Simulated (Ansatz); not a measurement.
# F on Pt(100): change of the work function, part 4 of 4

How does F on the hollow site change the work function of Pt(100) as the layer fills?

Ansatz 0.2.0; plane-wave DFT, PBE, Ansatz PAW.

So far, work function, upper face (eV): step 2 (the clean slab) 5.66; step 3 (37 atoms, coverage 0.111 ML, cell 3x3) 5.94; step 4 (17 atoms, coverage 0.25 ML, cell 2x2) 6.35.

### 5. The covered slab, k-mesh 6×6×1, coverage 0.5 ML (continued)

Step by step:

```tsv
step	energy less that of the first step (eV)	largest force component (eV/Å)
1	0.0000	6.1141
2	-2.6254	4.9906
3	-4.6593	3.0877
4	-5.6030	1.3482
5	-5.9396	0.6610
6	-6.0040	0.4197
7	-6.0225	0.0304
8	-6.0226	0.0031
```

Forces are held to the 16 operations that the run works with; a distortion that breaks them can't arise in this run.

The atoms that moved most (Å):

```tsv
atom	dx	dy	dz	length
F18	0.000	0.000	0.927	0.927
F17	0.000	0.000	0.927	0.927
Pt7	0.000	0.000	-0.047	0.047
Pt11	0.000	0.000	-0.047	0.047
Pt15	0.000	0.000	0.034	0.034
Pt3	0.000	0.000	0.034	0.034
Pt12	0.000	0.000	-0.014	0.014
Pt16	0.000	0.000	-0.014	0.014
```

Final coordinates:

```cif
data_structure
_symmetry_space_group_name_H-M 'P 1'
_symmetry_Int_Tables_number 1
_cell_length_a 5.5437
_cell_length_b 5.5437
_cell_length_c 24.5385
_cell_angle_alpha 90.000
_cell_angle_beta 90.000
_cell_angle_gamma 90.000
_cell_volume 754.14
loop_
_atom_site_label
_atom_site_type_symbol
_atom_site_fract_x
_atom_site_fract_y
_atom_site_fract_z
_atom_site_occupancy
Pt1 Pt 0.25000 0.25000 0.36677 1
Pt2 Pt 0.00000 0.00000 0.44665 1
Pt3 Pt 0.25000 0.25000 0.52974 1
Pt4 Pt 0.00000 0.00000 0.60822 1
Pt5 Pt 0.25000 0.75000 0.36677 1
Pt6 Pt 0.00000 0.50000 0.44665 1
Pt7 Pt 0.25000 0.75000 0.52644 1
Pt8 Pt 0.00000 0.50000 0.60822 1
Pt9 Pt 0.75000 0.25000 0.36677 1
Pt10 Pt 0.50000 0.00000 0.44665 1
Pt11 Pt 0.75000 0.25000 0.52644 1
Pt12 Pt 0.50000 0.00000 0.60822 1
Pt13 Pt 0.75000 0.75000 0.36677 1
Pt14 Pt 0.50000 0.50000 0.44665 1
Pt15 Pt 0.75000 0.75000 0.52974 1
Pt16 Pt 0.50000 0.50000 0.60822 1
F17 F 0.25000 0.25000 0.67100 1
F18 F 0.75000 0.75000 0.67100 1
```

The density of states has structure finer than the step of the table below, so its rows give means over 0.5 eV, whole bins alone (the curve runs from -8 to 1.98 eV). Peaks (eV: height): -4.15: 43.4, -4.09: 60.3, -3.34: 53.4, -3.10: 47.7, -2.80: 47.0, -2.14: 52.2, -2.08: 55.0.

Table of density of states by energy, zero at the Fermi level; means over each step:

```tsv
energy (eV)	density of states (states/eV a cell)
-7.5	2.92
-7.0	5.07
-6.5	10.4
-6.0	20.8
-5.5	20.9
-5.0	20.3
-4.5	21.6
-4.0	31.0
-3.5	30.6
-3.0	28.6
-2.5	19.3
-2.0	27.9
-1.5	24.0
-1.0	26.6
-0.5	30.9
0.0	31.7
0.5	9.63
1.0	5.71
1.5	3.79
```

The relaxation took 8 steps and lowered the energy by 6.0 eV; the largest force on the free atoms ends at 0.0031 eV/Å.

The covered face has 7.09 eV, +1.44 eV against the clean one; the bare back face has moved by +0.01 eV, a measure of how thin the slab is.

### 6. The covered slab, k-mesh 12×12×1, coverage 1 ML

System of this step: Pt4F (F/Pt(100)). The cell holds 5 atoms: 4 Pt and 1 F. Cell: a = 2.772 Å, b = 2.772 Å, c = 24.538 Å, α = 90.0°, β = 90.0°, γ = 90.0°. Vacuum lies along c.

Another coverage, to see how the dipoles act on each other as their distance changes.

The input, input.yaml:

```yaml
crystal:
  lattice:
    - [2.7718585823, 0.0, 0.0]
    - [0.0, 2.7718585823, 0.0]
    - [0.0, 0.0, 24.5384938827]
  atoms:
    - { symbol: Pt, position: [0.5, 0.5, 0.3667706764] }
    - { symbol: Pt, position: [0.0, 0.0, 0.4466451793] }
    - { symbol: Pt, position: [0.5, 0.5, 0.5283559097] }
    - { symbol: Pt, position: [0.0, 0.0, 0.6087779451] }
    - { symbol: F, position: [0.5, 0.5, 0.6332293236] }
kpoints:
  mp_grid: { grid: [12, 12, 1] }
hamiltonian:
  xc: pbe
scf:
  occupations: { method: fermi_dirac, width: 0.1 }
  convergence: { dr2_threshold: 1.0e-08 }
efield:
  axis: 3
  dipole_correction: true
  ramp_position: 0.97
  ramp_width: 0.06
relax:
  f_tol: 0.02
  max_steps: 60
  constraints: [{ sites: [0, 1] }]
output:
  write_potential: true
  write_density: true
  volumetric_format: npy
```

Run with:

```sh
$ ansatz run input.yaml --threads 4 --pin off --max-ram 16384MiB --backend cpu --events-out ev --progress --plain --runs-dir out
```

Numbers of over 12 decimals in the logs are rounded to 6 here.

What it wrote:

```text
[...]
Crystal: 5 atoms, lattice volume = 188.534 Å³
Basis set: ecut = 420 eV, 3735 PW (Γ), exchange–correlation on 40×40×360 points (8 copies of the dense FFT grid, shifted against one another)
Bands: 48, of which v1, the nominal top of the filled ones, is band 40 counted from 1 (39 counted from 0)
Symmetry: 8 space group operations
[...]
--- Relaxed structure (6 steps of the walk, 6 accepted, 0 SCFs on fresh bases) ---
  F+E_penalty+E_count = -50897.25392014 eV   max|allowed force component| = 8.055e-3 eV/Å
  atoms:
    - { symbol: Pt, position: [0.5, 0.5, 0.366771] }
    - { symbol: Pt, position: [0.0, 0.0, 0.4466451793] }
    - { symbol: Pt, position: [0.5, 0.5, 0.527817] }
    - { symbol: Pt, position: [0, 0.0, 0.606635] }
    - { symbol: F, position: [0.5, 0.5, 0.666092] }
[key lines of the parts left out:]
SCF converged after 9 iterations
Free energy (F): -50897.253920 eV
Fermi energy:    3.167063 eV
Dipole field:    D = -0.109670 V/Å  (p = -0.114266 e·Å, saw-weighted, corrected)
Work function:   Φ+ = 8.3529 eV   Φ− = 5.6617 eV
```

Elapsed: 39 s, on 4 threads of Arm Neoverse V1, shared host; peak memory 0.58 GiB; 2.5 min of CPU time.

Step by step:

```tsv
step	energy less that of the first step (eV)	largest force component (eV/Å)
1	0.0000	6.1527
2	-1.5154	4.8745
3	-2.6714	1.9543
4	-2.8856	0.6217
5	-2.9612	0.1186
6	-2.9625	0.0081
```

Forces are held to the 8 operations that the run works with; a distortion that breaks them can't arise in this run.

The atoms that moved most (Å):

```tsv
atom	dx	dy	dz	length
F5	0.000	0.000	0.806	0.806
Pt4	0.000	0.000	-0.053	0.053
Pt3	0.000	0.000	-0.013	0.013
```

Final coordinates:

```xyz
5
Lattice="2.7719 0.0000 0.0000 0.0000 2.7719 0.0000 0.0000 0.0000 24.5385" Properties=species:S:1:pos:R:3
Pt    1.3859    1.3859    9.0000
Pt    0.0000    0.0000   10.9600
Pt    1.3859    1.3859   12.9518
Pt    0.0000    0.0000   14.8859
F     1.3859    1.3859   16.3449
```

The relaxation took 6 steps and lowered the energy by 3.0 eV; the largest force on the free atoms ends at 0.0081 eV/Å.

The covered face has 8.35 eV, +2.70 eV against the clean one; the bare back face has moved by +0.01 eV, a measure of how thin the slab is.

### 7. Work function against coverage

This step: plane-wave DFT, PBE, Ansatz PAW; work function against coverage (Ansatz 0.2.0).

The runs are now put side by side.

Numbers from this step:

```
work function of the clean face     : 5.655 eV
largest change of the work function : 2.698 eV
```

Work function of the covered face against coverage:

```tsv
coverage (adsorbates/nm²)	work function of the covered face (eV)
0.00	5.66
1.45	5.94
3.25	6.35
6.51	7.09
13.02	8.35
```

The dipole per adsorbate comes from the change of the cell's dipole. Coverage, by row:

```tsv
coverage (1/nm²)	coverage (ML)	work function (eV)	change (eV)	dipole per adsorbate, positive end outwards (debye)	mean height of the added atoms over the highest substrate atom (Å)
1.446	0.1111	5.94	0.2847	-0.51	1.435
3.254	0.25	6.35	0.6944	-0.559	1.517
6.508	0.5	7.092	1.437	-0.583	1.541
13.02	1	8.353	2.698	-0.548	1.459
```

### 8. What came out

| Quantity | Value |
| --- | --- |
| work function of the clean face | 5.66 eV |
| work function at 0.11 ML | 5.94 eV |
| work function at 0.25 ML | 6.35 eV |
| work function at 0.5 ML | 7.09 eV |
| work function at 1 ML | 8.35 eV |
| dipole per adsorbate at 0.11 ML, positive end outwards | -0.51 D |

In words: F raises the work function of Pt(100) at the lowest coverage, by 0.28 eV: the adsorbate layer has its negative end outwards. The slab has 4 layers, at the tabulated experimental lattice constant, one starting site was run, and quantum-size effects of a slab this thin can reach one or two tenths of an eV.

[Logs are printed without paths, hosts, clocks, repeated set-up lines and the standing remarks that a program may print on its own settings, such as how far it seeks lower states.]

[Hosts, paths, dates, database ids (printed as entryN), source tags and the programs' standing remarks are cut or masked in the printed files.]

[Maps of the electrostatic potential energy from Ansatz leave out the sawtooth potential of an applied field or a dipole correction, so their vacuum need not be flat; planar profiles and work functions include it.]

[The density of states shown here was stored with 400 of the rows of the run's finer table, so its peaks can read low, often by over a quarter, or be missed, and its means over a window can be off by a tenth or more.]
